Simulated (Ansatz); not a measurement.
# Hf (P6_3/mmc, 2 atoms in the cell): modes against uniaxial strain along c, part 2 of 3

Aim: how do the optical modes of Hf (P6_3/mmc, 2 atoms in the cell) shift and split under this strain?

Ansatz 0.2.0; DFT PBEsol, scalar-relativistic, plane waves, PAW; PAW set soft_1.

So far: Starting point; Relaxation.

## Step 3: Tight relaxation

Phonons need small forces and stress, so the relaxation is finished with tight tolerances on 15×15×8 k points.

input.yaml

```yaml
crystal:
  lattice:
    - [3.1602214804, 0.0, 0.0]
    - [-1.5801107402, 2.7368320836, 0.0]
    - [0.0, 0.0, 4.9962019126]
  atoms:
    - { symbol: Hf, position: [0.3333333333, 0.6666666667, 0.25] }
    - { symbol: Hf, position: [0.6666666667, 0.3333333333, 0.75] }
kpoints:
  mp_grid: { grid: [15, 15, 8] }
hamiltonian:
  xc: pbesol
  pseudopotentials: { kind: paw, azcp: { folder: soft_1 }, xc_functional: pbe }
scf:
  occupations: { method: methfessel_paxton, width: 0.2 }
output:
  forces: true
  stress: true
  eigenvalues: true
relax:
  adjacent_minimum: "off"
  f_tol: 0.001
  max_steps: 60
  cell: { stress_tol: 0.01 }
```

Started as:

```bash
$ ansatz run input.yaml --threads 4 --pin off --max-ram 10240MiB --backend cpu --events-out ev --progress --plain --runs-dir out
```

Numbers of over 12 decimals in the logs are rounded to 6 here.

The program printed:

```text
[...]
Crystal: 2 atoms, lattice volume = 43.212 Å³
Basis set: ecut = 420 eV, 845 PW (Γ), exchange–correlation on 48×48×72 points (8 copies of the dense FFT grid, shifted against one another)
Bands: 32, of which v1, the nominal top of the filled ones, is band 26 counted from 1 (25 counted from 0)
Symmetry: 24 space group operations
[...]
k-points: 135 of 1800
[...]
k-point 134: bands = [... 22 lower, 16.8660, 16.8660, 17.1975, 17.1975, 18.5587, 18.5587, 21.2786, 21.2786, ... 2 higher]
--- Relaxed structure (3 steps of the walk, 3 accepted, 1 SCFs on fresh bases) ---
[...]
cell:  # Å, volume = 43.2105 Å³
    - [3.160422, 0.0, 0]
    - [-1.580211, 2.737006, 0]
    - [0.0, 0, 4.995380]
  atoms:
    - { symbol: Hf, position: [0.333333, 0.666667, 0.25] }
    - { symbol: Hf, position: [0.666667, 0.333333, 0.750000] }
[key lines of the parts left out:]
SCF converged after 6 iterations
Free energy (F): -31197.604493 eV
Fermi energy:    18.722718 eV
P = ⅓ Tr σ = -0.0014 GPa (-0.014 kbar)
```

It took 31 s on 4 threads of Intel Xeon at 2.50GHz (Skylake/Cascade Lake), shared host; peak memory 0.49 GiB.

Little changed from the start: no atom moved by 0.005 Å and no cell edge by 0.1 %.

This step gave:

| Quantity | Value |
| --- | --- |
| pressure | -0.001358 GPa |

The forces vanish by symmetry and the pressure is -0.001 GPa, within the tolerances set. The cell now holds 21.61 Å³/atom.

## Step 4: Modes at rest

Phonons follow from the second derivative of the energy, found here by linear response.

The modes at rest are the reference of the series.

input.yaml, the sections that differ from step 3:

```yaml
crystal:
  lattice:
    - [3.1604220834, 0.0, 0.0]
    - [-1.5802110417, 2.7370058109, 0.0]
    - [0.0, 0.0, 4.9953798872]
  atoms:
    - { symbol: Hf, position: [0.3333333333, 0.6666666667, 0.25] }
    - { symbol: Hf, position: [0.6666666667, 0.3333333333, 0.75] }
output:
  eigenvalues: true
phonons:
  method: dfpt
# kpoints, hamiltonian, scf: as in step 3
# relax: removed
```

The program printed:

```text
zone centre: on kpoints.mp_grid the ground state, and the responses unless they are solved on pairs of k-points, stand on 320 of the mesh's 1800 k-points, reduced under 4 symmetry operations, with k and −k counted as one. Each operation leaves every solved displacement unchanged or reverses it
[...]
Crystal: 2 atoms, lattice volume = 43.211 Å³
Basis set: ecut = 420 eV, 845 PW (Γ), exchange–correlation on 48×48×72 points (8 copies of the dense FFT grid, shifted against one another)
Bands: 32, of which v1, the nominal top of the filled ones, is band 26 counted from 1 (25 counted from 0)
Symmetry: 24 space group operations
k-points: 320 of 1800 (irreducible under 4 space group operations, time reversal used)
[...]
SCF iter   1: F=—  HF=-31197.854150 eV  |F-HF|=—  |Δ(HF+E_count)|=         —  Δρ=3.62e-2  dr2=6.75e-1  ethr=3.10e-3  ⟨swp⟩=4.9  Hψ=34823  notcnv=0
[...]
SCF iter  11: F=-31197.604493 eV  HF=-31197.604493 eV  |F-HF|=7.28e-12  |Δ(HF+E_count)|=  1.09e-11  S|Δr|=    0.00e0  Δρ=6.69e-8  dr2=9.45e-13  ethr=1.00e-12  ⟨swp⟩=10.3  Hψ=60017  notcnv=0
the search or the solves at the SCF's close seem to have found levels that the self-consistency loop had missed (the run counts 3). By its estimate they hold under 1e-12 electrons; where the run keeps them, the occupations were computed again with them
SCF 1 converged in 11 iterations: F = -31197.604493 eV  dr2 = 9.45e-13
[...]
DFPT response loops at Γ: preconditioner auto → Kerker (q_TF=auto, 2.814 Å⁻¹) (partly filled bands, converged f_vac=0.000); β = 1.00, the filter's whole step (`scf.mixing.beta` (0.50) is not read by the response loops under this deck's `scf.mixing.preconditioner`; to damp them name `kerker` or `kerker_dos`, under which they read `scf.mixing.beta`, and type it under 1.00, their step now; both keys bind the ground state too); Broyden in place of MSR1
SCF converged after 11 iterations
[...]
Free energy (F): -31197.604493 eV
[...]
Internal energy: -31197.608536 eV  (E = F + TS)
E sigma→0 (E₀):  -31197.605503 eV
Entropy (-TS):   0.004043 eV (2.021 meV/atom)
Fermi energy:    18.722717 eV
[...]
--- Band table (eV; the first three rows and the last of 320) ---
  k-point 0: bands = [... 22 lower, 11.2024, 14.8796, 19.5086, 19.8692, 19.8692, 20.1738, 20.7321, 20.7321, ... 2 higher]
  k-point 1: bands = [... 22 lower, 11.3531, 14.8144, 19.2827, 19.7815, 19.7815, 20.0433, 20.6060, 20.6060, ... 2 higher]
  k-point 2: bands = [... 22 lower, 11.7878, 14.5567, 18.8689, 19.6560, 19.6560, 19.6948, 20.3110, 20.3110, ... 2 higher]
  k-point 319: bands = [... 22 lower, 15.7391, 15.7391, 17.9192, 17.9192, 18.6870, 18.6870, 20.9647, 20.9647, ... 2 higher]
--- Phonons (Γ-DFPT): 2 representative perturbations + reference, on 320 of 1800 k-points (Σ response iterations 6) ---
  k mesh reduced under 4 symmetry operations, with k and −k counted as one. Each operation leaves every solved displacement unchanged or reverses it
  ASR residual: 3.199e-5 → 0.000e0 eV/Å²; symmetrization residual: 4.633e-12 eV/Å²
  ASR residual per site (eV/Å²): 3.20e-5 3.20e-5
  Γ frequencies (cm⁻¹): 0.00 0.00 0.00 79.25 79.25 105.96
  non-analytic LO–TO correction: not included (Born effective charges unavailable; polar crystals: no LO–TO splitting at Γ)
```

Elapsed: 1.7 min, on 4 threads; peak memory 1.5 GiB.

This step gave:

| Property | Result |
| --- | --- |
| sum-rule residual before enforcement | 3.20e-5 eV/Å² |
| point group | 6/mmm |
| highest optical mode at the zone centre (no LO-TO term) | 106.0 cm⁻¹ |
| lowest optical zone-centre mode | 79.25 cm⁻¹ |

Patterns of degenerate modes are one choice out of their space. Modes at Γ:

| mode | frequency (cm⁻¹) | symmetry |
| --- | --- | --- |
| 1 | 0.0 | acoustic |
| 2 | 0.0 | acoustic |
| 3 | 0.0 | acoustic |
| 4 | 79.2 | E2g |
| 5 | 79.2 | E2g |
| 6 | 106.0 | B1g |

Displacements in mode 4 (79.2 cm⁻¹), the largest set to 1:
```
Hf1  0.00 -1.00  0.00
Hf2  0.00  1.00  0.00
```

Displacements in mode 6 (106.0 cm⁻¹), the largest set to 1:
```
Hf1  0.00  0.00  1.00
Hf2  0.00  0.00 -1.00
```

Before it was imposed, the acoustic sum rule was missed by 3.2e-5 eV/Å². Small misses are needed for a sound result but don't prove that mesh and cutoff are converged. The lowest optical mode is real, 79.2 cm⁻¹.

## Step 5: Relaxation of a member: uniaxial strain of +4 % along c

The cell takes a uniaxial strain of +4 % along c. The strained length and the angles are held, while the rest of the cell and the atoms relax.

input.yaml, the sections that differ from step 4:

```yaml
crystal:
  lattice:
    - [3.13520229, 0.0, 0.0]
    - [-1.567601145, 2.7151648291, 0.0]
    - [0.0, 0.0, 5.1951950828]
  atoms:
    - { symbol: Hf, position: [0.3333333356, 0.6666666644, 0.25] }
    - { symbol: Hf, position: [0.6666666644, 0.3333333356, 0.75] }
output:
  forces: true
  stress: true
  eigenvalues: true
relax:
  adjacent_minimum: "off"
  f_tol: 0.001
  max_steps: 60
  cell: { stress_tol: 0.01, fix: [c, angles] }
# kpoints, hamiltonian, scf: as in step 4
# phonons: removed
```

The program printed:

```text
[...]
k-point 319: bands = [... 22 lower, 14.8612, 14.8612, 17.1817, 17.1817, 19.5955, 19.5955, 21.2270, 21.2270, ... 2 higher]
--- Relaxed structure (3 steps of the walk, 2 accepted, 1 SCFs on fresh bases) ---
[...]
cell:  # Å, volume = 43.9947 Å³
    - [3.127044, -1.3831694826793923e-19, 0]
    - [-1.563522, 2.708099, 0]
    - [0, 0, 5.1951950828]
  atoms:
    - { symbol: Hf, position: [0.333333, 0.666667, 0.25] }
    - { symbol: Hf, position: [0.666667, 0.333333, 0.75] }
[key lines of the parts left out:]
SCF converged after 6 iterations
Free energy (F): -31197.571604 eV
Fermi energy:    18.336628 eV
P = ⅓ Tr σ = -2.0092 GPa (-20.092 kbar)
```

Elapsed: 57 s, on 4 threads; peak memory 0.67 GiB; 3.4 min of CPU time.

The steps of the relaxation:

| step | energy less that of the first step (eV) | largest force component (eV/Å) | pressure (GPa) | volume (Å³) |
| --- | --- | --- | --- | --- |
| 1 | 0.0000 | 0.0000 | -2.56 | 44.22 |
| 2 | -0.0001 | 0.0000 | -1.40 | 43.75 |
| 3 | -0.0006 | 0.0000 | -2.01 | 43.99 |
| 4* | -0.0005 | 0.0000 | -2.01 | 43.99 |

Relaxation steps marked * repeat the geometry before them on a plane-wave basis chosen anew for their cell, so energy and pressure can jump there. Relaxation step 2 was tried and not accepted.

| conventional cell, symmetrised | before | after | change |
| --- | --- | --- | --- |
| a (Å) | 3.135 | 3.127 | -0.3 % |
| b (Å) | 3.135 | 3.127 | -0.3 % |
| c (Å) | 5.195 | 5.195 | +0.0 % |
| volume (Å³/atom) | 22.11 | 22.00 | -0.5 % |

The relaxed structure:

```xyz
2
Lattice="3.1270 0.0000 0.0000 -1.5635 2.7081 0.0000 0.0000 0.0000 5.1952" Properties=species:S:1:pos:R:3 pbc="T T T"
Hf    0.0000    1.8054    1.2988
Hf    1.5635    0.9027    3.8964
```

This step gave:

| Item | Value |
| --- | --- |
| pressure | -2.009 GPa |
| volume per atom | 22.00 Å³ |

The forces vanish by symmetry.

The cell shrank by 0.5 % in volume.

## Step 6: Zone-centre modes of the member: uniaxial strain of +4 % along c

The zone-centre modes follow for uniaxial strain of +4 % along c.

input.yaml, the sections that differ from step 5:

```yaml
crystal:
  lattice:
    - [3.1270437562, 0.0, 0.0]
    - [-1.5635218781, 2.7080993316, 0.0]
    - [0.0, 0.0, 5.1951950828]
  atoms:
    - { symbol: Hf, position: [0.3333333348, 0.6666666652, 0.25] }
    - { symbol: Hf, position: [0.6666666652, 0.3333333348, 0.75] }
output:
  eigenvalues: true
phonons:
  method: dfpt
# kpoints, hamiltonian, scf: as in step 5
# relax: removed
```

The program printed:

```text
[...]
Crystal: 2 atoms, lattice volume = 43.995 Å³
Basis set: ecut = 420 eV, 881 PW (Γ), exchange–correlation on 48×48×72 points (8 copies of the dense FFT grid, shifted against one another)
Bands: 32, of which v1, the nominal top of the filled ones, is band 26 counted from 1 (25 counted from 0)
Symmetry: 24 space group operations
k-points: 320 of 1800 (irreducible under 4 space group operations, time reversal used)
[...]
SCF iter   1: F=—  HF=-31197.820841 eV  |F-HF|=—  |Δ(HF+E_count)|=         —  Δρ=3.59e-2  dr2=6.80e-1  ethr=3.10e-3  ⟨swp⟩=4.8  Hψ=34473  notcnv=0
[...]
SCF iter  11: F=-31197.571604 eV  HF=-31197.571604 eV  |F-HF|=3.64e-12  |Δ(HF+E_count)|=  7.28e-12  S|Δr|=    0.00e0  Δρ=3.94e-8  dr2=3.29e-13  ethr=1.00e-12  ⟨swp⟩=9.5  Hψ=58492  notcnv=0
SCF 1 converged in 11 iterations: F = -31197.571604 eV  dr2 = 3.29e-13
[...]
SCF converged after 11 iterations
[...]
Free energy (F): -31197.571604 eV
[...]
Internal energy: -31197.574796 eV  (E = F + TS)
E sigma→0 (E₀):  -31197.572402 eV
Entropy (-TS):   0.003192 eV (1.596 meV/atom)
Fermi energy:    18.336628 eV
[...]
--- Band table (eV; the first three rows and the last of 320) ---
  k-point 0: bands = [... 22 lower, 10.8929, 14.4313, 18.6656, 19.3064, 19.6004, 19.6004, 20.3120, 20.3120, ... 2 higher]
  k-point 1: bands = [... 22 lower, 11.0290, 14.3447, 18.4991, 19.2001, 19.5526, 19.5526, 20.2231, 20.2231, ... 2 higher]
  k-point 2: bands = [... 22 lower, 11.4225, 14.0429, 18.2010, 18.9176, 19.4797, 19.4797, 20.0076, 20.0076, ... 2 higher]
  k-point 319: bands = [... 22 lower, 15.4268, 15.4268, 17.5483, 17.5483, 18.3431, 18.3431, 20.5634, 20.5634, ... 2 higher]
[...]
ASR residual: 2.930e-5 → 0.000e0 eV/Å²; symmetrization residual: 6.410e-12 eV/Å²
  ASR residual per site (eV/Å²): 2.93e-5 2.93e-5
  Γ frequencies (cm⁻¹): 0.00 0.00 0.00 70.90 70.90 92.28
[...]
```

Run time: 79 s. Hardware: 4 threads; peak memory 1.6 GiB.

This step gave:

- sum-rule residual before enforcement: 2.93e-5 eV/Å²
- highest optical mode at the zone centre (no LO-TO term): 92.28 cm⁻¹
- lowest optical zone-centre mode: 70.9 cm⁻¹

Patterns of degenerate modes are one choice out of their space. Modes at Γ:

| mode | frequency (cm⁻¹) | symmetry |
| --- | --- | --- |
| 1 | 0.0 | acoustic |
| 2 | 0.0 | acoustic |
| 3 | 0.0 | acoustic |
| 4 | 70.9 | E2g |
| 5 | 70.9 | E2g |
| 6 | 92.3 | B1g |

Displacements in mode 4 (70.9 cm⁻¹), the largest set to 1:
```
Hf1  0.00 -1.00  0.00
Hf2  0.00  1.00  0.00
```

Displacements in mode 6 (92.3 cm⁻¹), the largest set to 1:
```
Hf1  0.00  0.00 -1.00
Hf2  0.00  0.00  1.00
```

The lowest optical mode is real, 70.9 cm⁻¹, and the highest lies at 92.3 cm⁻¹.

Between step 4 and this run (strain 4 %) the value for the highest optical mode at the zone centre (no LO-TO term) moves from 106 cm⁻¹ to 92.3 cm⁻¹ (-13 %).

## Step 7: Relaxation of a member: uniaxial strain of -4 % along c

The cell takes a uniaxial strain of -4 % along c. The strained length and the angles are held, while the rest of the cell and the atoms relax.

input.yaml, the sections that differ from step 6:

```yaml
crystal:
  lattice:
    - [3.1877896248, 0.0, 0.0]
    - [-1.5938948124, 2.760706797, 0.0]
    - [0.0, 0.0, 4.7955646917]
  atoms:
    - { symbol: Hf, position: [0.3333333332, 0.6666666668, 0.25] }
    - { symbol: Hf, position: [0.6666666668, 0.3333333332, 0.75] }
output:
  forces: true
  stress: true
  eigenvalues: true
relax:
  adjacent_minimum: "off"
  f_tol: 0.001
  max_steps: 60
  cell: { stress_tol: 0.01, fix: [c, angles] }
# kpoints, hamiltonian, scf: as in step 6
# phonons: removed
```

The program printed:

```text
[...]
Crystal: 2 atoms, lattice volume = 42.204 Å³
Basis set: ecut = 420 eV, 809 PW (Γ), exchange–correlation on 48×48×72 points (8 copies of the dense FFT grid, shifted against one another)
Bands: 32, of which v1, the nominal top of the filled ones, is band 26 counted from 1 (25 counted from 0)
Symmetry: 8 space group operations
k-points: 320 of 1800
[...]
k-point 319: bands = [... 22 lower, 15.4968, 15.4968, 18.1567, 18.1567, 20.3785, 20.3785, 21.5661, 21.5661, ... 2 higher]
--- Relaxed structure (4 steps of the walk, 3 accepted, 1 SCFs on fresh bases) ---
[...]
cell:  # Å, volume = 42.4585 Å³
    - [3.197403, 1.1789058015315475e-18, 0.0]
    - [-1.598701, 2.769032, 0.0]
    - [0.0, 0.0, 4.7955646917]
  atoms:
    - { symbol: Hf, position: [0.333333, 0.666667, 0.25] }
    - { symbol: Hf, position: [0.666667, 0.333333, 0.750000] }
[key lines of the parts left out:]
SCF converged after 7 iterations
Free energy (F): -31197.565847 eV
Fermi energy:    19.118375 eV
P = ⅓ Tr σ = 2.4339 GPa (24.339 kbar)
```

The job ended after 67 s (4 threads; peak memory 0.66 GiB).

(Continued in part 3 of 3.)

[Logs are printed without paths, hosts, clocks, repeated set-up lines and the standing remarks that a program may print on its own settings, such as how far it seeks lower states.]

[Hosts, paths, dates, database ids (printed as entryN), source tags and the programs' standing remarks are cut or masked in the printed files.]
